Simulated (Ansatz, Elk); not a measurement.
## AgRuS2: X-ray structure factors from the self-consistent density

Structure refinements treat a crystal as free atoms side by side. For a made-up structure of AgRuS2 (cell and positions from a PBE relaxation) the runs below show what the calculated density changes in F(hkl).

Method: DFT, PBE, all-electron APW+lo, Dirac cores, scalar-relativistic bands, static density, no spin, in Elk 11.2.3 (patched build).

The structure was built from a prototype and need not be the compound's stable phase.

## Step 1: Starting point

Symmetry: Pmmm, No. 47, orthorhombic system. Conventional cell: a = 3.064 Å, b = 3.511 Å, c = 7.055 Å, α = 90.00°, β = 90.00°, γ = 90.00°. Ag has 4 S at 2.55 Å nearest. Nearest to Ru lie 4 S at 2.30 Å. Nearest to S lie 2 Ru at 2.30 Å and 2 Ag at 2.55 Å. Farther neighbours and most contacts between anions are not listed.

As a file:

```cif
data_structure
_symmetry_space_group_name_H-M 'Pmmm'
_symmetry_Int_Tables_number 47
_cell_length_a 3.0644
_cell_length_b 3.5106
_cell_length_c 7.0547
_cell_angle_alpha 90.000
_cell_angle_beta 90.000
_cell_angle_gamma 90.000
_cell_volume 75.90
loop_
_atom_site_label
_atom_site_type_symbol
_atom_site_symmetry_multiplicity
_atom_site_Wyckoff_symbol
_atom_site_fract_x
_atom_site_fract_y
_atom_site_fract_z
_atom_site_occupancy
Ag1 Ag 1 h 0.50000 0.50000 0.50000 1
Ru1 Ru 1 a 0.00000 0.00000 0.00000 1
S1 S 2 r 0.00000 0.50000 0.78888 1
```

## Step 2: Ground state and structure factors

An all-electron density is needed, since X-rays see the cores too. Task 0 finds the density and task 195 Fourier-transforms it; tshift is off so that phases refer to the origin typed.

elk.in reads:

```
tasks
  0
  195

xctype
  20

spinpol
  .false.

rgkmax
  7.0

gmaxvr
  14.0

lmaxo
  7

lmaxapw
  8

swidth
  0.002

tshift
  .false.

ramdisk
  .false.

hmaxvr
  5.5

maxscl
  120

epspot
  1e-06

sppath
  './'

avec
  6.63415670727 0.00000000000 -0.00000000000
  0.00000000000 5.79096894184 -0.00000000000
  -0.00000000000 -0.00000000000 13.33142278556

atoms
  3
  'Ag.in'
  1
  0.5000000000 0.5000000000 0.5000000000   0.000000 0.000000 0.000000
  'Ru.in'
  1
  0.0000000000 0.0000000000 0.0000000000   0.000000 0.000000 0.000000
  'S.in'
  2
  0.5000000000 0.0000000000 0.7888783029   0.000000 0.000000 0.000000
  0.5000000000 -0.0000000000 0.2111216971   0.000000 0.000000 0.000000

ngridk
  6 7 3
```

On the command line:

```console
$ OMP_NUM_THREADS=4 elk
```

Numbers of over 12 decimals in the logs are rounded to 6 here.

The log of the run:

```text
┌─────────────────────────┐
│ Elk code version 11.2.3 │
└─────────────────────────┘

All units are atomic (Hartree, Bohr, etc.)

┌─────────────────────────────────────────────────┐
│ Ground-state run starting from atomic densities │
└─────────────────────────────────────────────────┘

Lattice vectors :
   6.634156707       0.000000000      -0.000000000
   0.000000000       5.790968942      -0.000000000
  -0.000000000      -0.000000000       13.33142279

Reciprocal lattice vectors :
  0.9470963054       0.000000000       0.000000000
   0.000000000       1.084997238       0.000000000
   0.000000000       0.000000000      0.4713064320

Unit cell volume      :    512.1692062
Brillouin zone volume :   0.4843130170

Muffin-tin inner radius fraction :   0.1000000000E-01

Nuclei treated as point charges

Species : 1 (Ag)
 parameters loaded from : Ag.in
 name : silver
 nuclear charge    :   -47.00000000
 electronic charge :    47.00000000
 atomic mass :    196631.6998
 muffin-tin radius :    2.600000000
 number of radial points in muffin-tin :   1193
 inner part over the whole radius :   0.9869554211E-02
 number on inner part of muffin-tin    :    849
 approximate nuclear radius :   0.8648227117E-04
 number of mesh points to nuclear radius :    425
 atomic positions (lattice), magnetic fields (Cartesian) :
  1 :   0.50000000  0.50000000  0.50000000    0.00000000  0.00000000  0.00000000

Species : 2 (Ru)
 parameters loaded from : Ru.in
 name : ruthenium
 nuclear charge    :   -44.00000000
 electronic charge :    44.00000000
 atomic mass :    184239.3393
 muffin-tin radius :    2.329304580
 number of radial points in muffin-tin :   1193
 inner part over the whole radius :   0.9882679916E-02
 number on inner part of muffin-tin    :    846
 approximate nuclear radius :   0.8462081736E-04
 number of mesh points to nuclear radius :    425
 atomic positions (lattice), magnetic fields (Cartesian) :
  1 :   0.00000000  0.00000000  0.00000000    0.00000000  0.00000000  0.00000000

Species : 3 (S)
 parameters loaded from : S.in
 name : sulphur
 nuclear charge    :   -16.00000000
 electronic charge :    16.00000000
 atomic mass :    58450.91931
 muffin-tin radius :    1.970950029
 number of radial points in muffin-tin :    793
 inner part over the whole radius :   0.9839508822E-02
 number on inner part of muffin-tin    :    552
 approximate nuclear radius :   0.6195814986E-04
 number of mesh points to nuclear radius :    252
 atomic positions (lattice), magnetic fields (Cartesian) :
  1 :   0.50000000  0.00000000 -0.21112170    0.00000000  0.00000000  0.00000000
  2 :   0.50000000  0.00000000  0.21112170    0.00000000  0.00000000  0.00000000

Total number of atoms per unit cell :    4
Total muffin-tin volume :    190.7026024
 ratio of muffin-tin to unit cell volume :   0.3723429682

Spin treatment :
 spin-unpolarised

Number of Bravais lattice symmetries :    8
Number of crystal symmetries         :    8
Crystal has inversion symmetry
Real symmetric eigensolver will be used

k-point grid :      6     7     3
k-point offset :    0.000000000       0.000000000       0.000000000
k-point set is reduced with full crystal symmetry group
Total number of k-points :       32

Muffin-tin radius times maximum |G+k| :    7.000000000
 using average radius
Maximum |G+k| for APW functions       :    3.156279349
Maximum (1/2)|G+k|²                   :    4.981049665
Maximum |G| for potential and density :    14.00000000
Constant for pseudocharge density :    9
 order of it for each species :   16  16  16
 order of it for pair densities of each species (exact exchange by exxq0 0: 17) :   13  11   6
Radial integration step length :    1

G-vector grid sizes :     30    27    60
Number of G-vectors :    23727

Maximum angular momentum used for
 APW functions            :    8
 outer part of muffin-tin :    7
 inner part of muffin-tin :    2

Total nuclear charge    :   -123.0000000
Total core charge       :    76.00000000
Total valence charge    :    47.00000000
[...]
correlation                 :     -6.111549
 electron entropic           :    -0.63023060593915E-03
 total energy                :     -10648.922887924

Density of states at Fermi energy :    49.09036547
 (states/Hartree/unit cell)

Estimated indirect band gap :   0.2376998986E-02
 from k-point 6 to k-point 23
Estimated direct band gap   :   0.1346649640E-01
 at k-point 29

Charges :
 core                        :    76.00000000
 valence                     :    47.00000000
 interstitial                :    7.735002316
 muffin-tins (core leakage)
  species : 1 (Ag)
   atom 1                    :    45.44390618     ( -0.3322371391E-06)
  species : 2 (Ru)
   atom 1                    :    41.73322515     (  0.7362414678E-07)
  species : 3 (S)
[...]
total in muffin-tins        :    115.2649977
 total calculated charge     :    122.9993179
 total charge                :    123.0000000
 error                       :   0.6820605830E-03

RMS change in Kohn-Sham potential (target) :   0.3683994276     (  0.1000000000E-05)
Absolute change in total energy (target)   :   0.2485548166     (  0.1000000000E-03)

[... loops 3 to 17 left out ...]

┌──────────────────┐
│ Loop number : 18 │
└──────────────────┘

Energies :
 Fermi                       :     0.235615
 sum of occupied eigenvalues :     -6336.6725534557
 electron kinetic            :      11080.042463200
 core electron kinetic       :      10726.558738063
 Coulomb                     :     -21392.985856630
 Coulomb potential           :     -16980.886656424
 nuclear-nuclear             :     -1181.6453162211
 electron-nuclear            :     -23468.289909055
 Hartree                     :      3256.9493686461
 Madelung                    :     -12902.542528418
 xc potential                :     -435.82836023231
 exchange                    :     -328.47691320418
 correlation                 :     -6.119420
 electron entropic           :    -0.50678387571221E-03
 total energy                :     -10647.540233428

Density of states at Fermi energy :    34.73081660
 (states/Hartree/unit cell)

Estimated indirect band gap :   0.5919270753E-02
 from k-point 17 to k-point 6
Estimated direct band gap   :   0.1412264703E-01
 at k-point 26

Charges :
 core                        :    76.00000000
 valence                     :    47.00000000
 interstitial                :    7.332146966
 muffin-tins (core leakage)
  species : 1 (Ag)
[...]
species : 2 (Ru)
[...]
species : 3 (S)
[...]
total in muffin-tins        :    115.6678530
 total calculated charge     :    122.9993144
 total charge                :    123.0000000
 error                       :   0.6855885885E-03

RMS change in Kohn-Sham potential (target) :   0.5550797588E-06 (  0.1000000000E-05)
Absolute change in total energy (target)   :   0.4085683031E-05 (  0.1000000000E-03)

Convergence targets achieved

┌──────────────────┐
│ Loop number : 19 │
└──────────────────┘

Energies :
 Fermi                       :     0.235615
 sum of occupied eigenvalues :     -6336.6725578596
 electron kinetic            :      11080.042464942
 core electron kinetic       :      10726.558735058
 Coulomb                     :     -21392.985860771
 Coulomb potential           :     -16980.886643339
 nuclear-nuclear             :     -1181.6453162211
 electron-nuclear            :     -23468.289930381
 Hartree                     :      3256.9493858312
 Madelung                    :     -12902.542539102
 xc potential                :     -435.82837946285
 exchange                    :     -328.47691356058
 correlation                 :     -6.119420
 electron entropic           :    -0.50678388267805E-03
 total energy                :     -10647.540236214

Density of states at Fermi energy :    34.73082835
 (states/Hartree/unit cell)

Estimated indirect band gap :   0.5919219493E-02
 from k-point 17 to k-point 6
Estimated direct band gap   :   0.1412265291E-01
 at k-point 26

Charges :
 core                        :    76.00000000
 valence                     :    47.00000000
 interstitial                :    7.332146662
 muffin-tins (core leakage)
  species : 1 (Ag)
[...]
species : 2 (Ru)
   atom 1                    :    42.12378704     (  0.5711265061E-07)
  species : 3 (S)
   atom 1                    :    13.79628115     (  0.3201544609E-03)
   atom 2                    :    13.79628115     (  0.3201544609E-03)
 total in muffin-tins        :    115.6678533
 total calculated charge     :    122.9993144
 total charge                :    123.0000000
 error                       :   0.6855885851E-03

┌──────────────────────────────┐
│ Self-consistent loop stopped │
└──────────────────────────────┘

Warning : core states of species 3 leak from the muffin-tin :   0.3201544609E-03

Wrote STATE.OUT
```

It took 13 s on 4 threads of AMD EPYC 9R45 (Zen 5), shared host; peak memory 0.18 GiB.

SFACRHO.OUT:

```text

h k l indices transformed by vhmat matrix:
   1.000000000       0.000000000       0.000000000    
   0.000000000       1.000000000       0.000000000    
   0.000000000       0.000000000       1.000000000    

      h      k      l  multipl.   |H|            Re(F)            Im(F)           |F|

      0      0      0      1   0.0000000       123.00000      0.38432950E-16   123.00000    
      0      0      1      2  0.47130643       4.3071370      0.10661663E-13   4.3071370    
      0      0      2      2  0.94261286       56.978436     -0.25765686E-13   56.978436    
      1      0      0      2  0.94709631      -28.980105      0.74636512E-14   28.980105    
      1      0     -1      4   1.0578852       71.878017      -0.0000000       71.878017    
      0     -1      0      2   1.0849972       21.405780     -0.47892263E-14   21.405780    
      0      1      1      4   1.1829407       81.206654     -0.71077756E-14   81.206654    
     -1      0      2      4   1.3362299       16.546407      0.19546383E-13   16.546407    
      0      0      3      2   1.4139193      -17.578097     -0.44423597E-14   17.578097    
      0     -1      2      4   1.4372676      -21.998812     -0.11550135E-13   21.998812    
      1     -1      0      4   1.4402119       49.445681      0.64216579E-14   49.445681    
      1     -1      1      8   1.5153680      -8.0463180      0.35538878E-14   8.0463180    
     -1      0     -3      4   1.7018106       79.651556      0.35538878E-14   79.651556    
     -1     -1      2      8   1.7212581       83.501612      0.20434855E-13   83.501612    
      0     -1     -3      4   1.7822421       52.448534      0.32873462E-13   52.448534    
      0      0      4      2   1.8852257       74.101088      0.44423597E-14   74.101088    
     -2      0      0      2   1.8941926       81.992929      0.12509622E-13   81.992929    
     -2      0      1      4   1.9519466       1.6964319     -0.17769439E-14   1.6964319
```

Elk indexes on the primitive cell of elk.in and gives |H| = 4π sin θ/λ in inverse bohr. Below, one row stands for each form hkl of the conventional cell (m members, Friedel mates merged), F is for one primitive cell and the density is static (no thermal factor). Free-atom factors are Waasmaier and Kirfel's, and R is Σm||F|−|F'||/Σm|F|.

```csv
hkl,m,sin θ/λ (Å⁻¹),"abs F, DFT",neutral atoms,diff.
001,2,0.071,4.307,4.126,+0.181
002,2,0.142,56.978,57.394,-0.416
010,2,0.142,28.980,28.853,+0.127
011,4,0.159,71.878,72.106,-0.228
100,2,0.163,21.406,21.167,+0.239
101,4,0.178,81.207,81.513,-0.306
012,4,0.201,16.546,16.510,+0.036
003,2,0.213,17.578,17.442,+0.136
102,4,0.216,21.999,21.887,+0.112
110,4,0.217,49.446,49.950,-0.504
111,8,0.228,8.046,7.984,+0.062
013,4,0.256,79.652,80.018,-0.367
112,8,0.259,83.502,83.797,-0.295
103,4,0.268,52.449,52.777,-0.328
```

## Step 3: The highest occupied states alone

An energy window below the Fermi level keeps the highest occupied states, to see at which angles they scatter; shallow core shells can lie inside it and anion s states outside. No new self-consistency is needed.

Edit elk.in of step 2 so:

```diff
@@ -1,3 +1,2 @@
 tasks
-  0
   195
@@ -40,2 +39,5 @@
 
+wsfac
+  -0.315620 0.535620
+
 sppath
```

On the command line:

```console
$ OMP_NUM_THREADS=4 elk
```

The log of the run:

```text
┌─────────────────────────────────┐
│ Elk code version 11.2.3 started │
└─────────────────────────────────┘

Info(readinput): the functional depends on the density's gradient
 muffin-tin radial points multiplied by    2.00000
 (not where nrmtscf is given)

┌────────────────────┐
│ Current task : 195 │
└────────────────────┘
Info(checkmt): changed muffin-tin radius of species 2 (Ru) from   2.6000 to   2.3293
Info(checkmt): changed muffin-tin radius of species 3 (S) from   2.2000 to   1.9710

Info(sfacrho): density structure factors written to SFACRHO.OUT

 Energy window :  -0.3156200000      0.5356200000

┌──────────────────┐
│ Elk code stopped │
└──────────────────┘
```

It took 3.7 s on 4 threads; peak memory 0.18 GiB; 5.6 s of CPU time.

States within 15 eV below the Fermi level hold 31.00 electrons; any levels below the window count with the cores. Their amplitudes can exceed the total, where window and core parts have opposite phase:

```csv
hkl,sin θ/λ (Å⁻¹),"abs F, window","abs F, all"
001,0.071,0.384,4.307
002,0.142,5.745,56.978
010,0.142,9.174,28.980
011,0.159,9.027,71.878
100,0.163,2.657,21.406
101,0.178,10.070,81.207
012,0.201,0.589,16.546
003,0.213,4.328,17.578
102,0.216,4.776,21.999
110,0.217,3.854,49.446
```

(Continued in part 2 of 2.)

[Logs are printed without paths, hosts, clocks, repeated set-up lines and the standing remarks that a program may print on its own settings, such as how far it seeks lower states.]

[Hosts, paths, dates, database ids (printed as entryN), source tags and the programs' standing remarks are cut or masked in the printed files.]
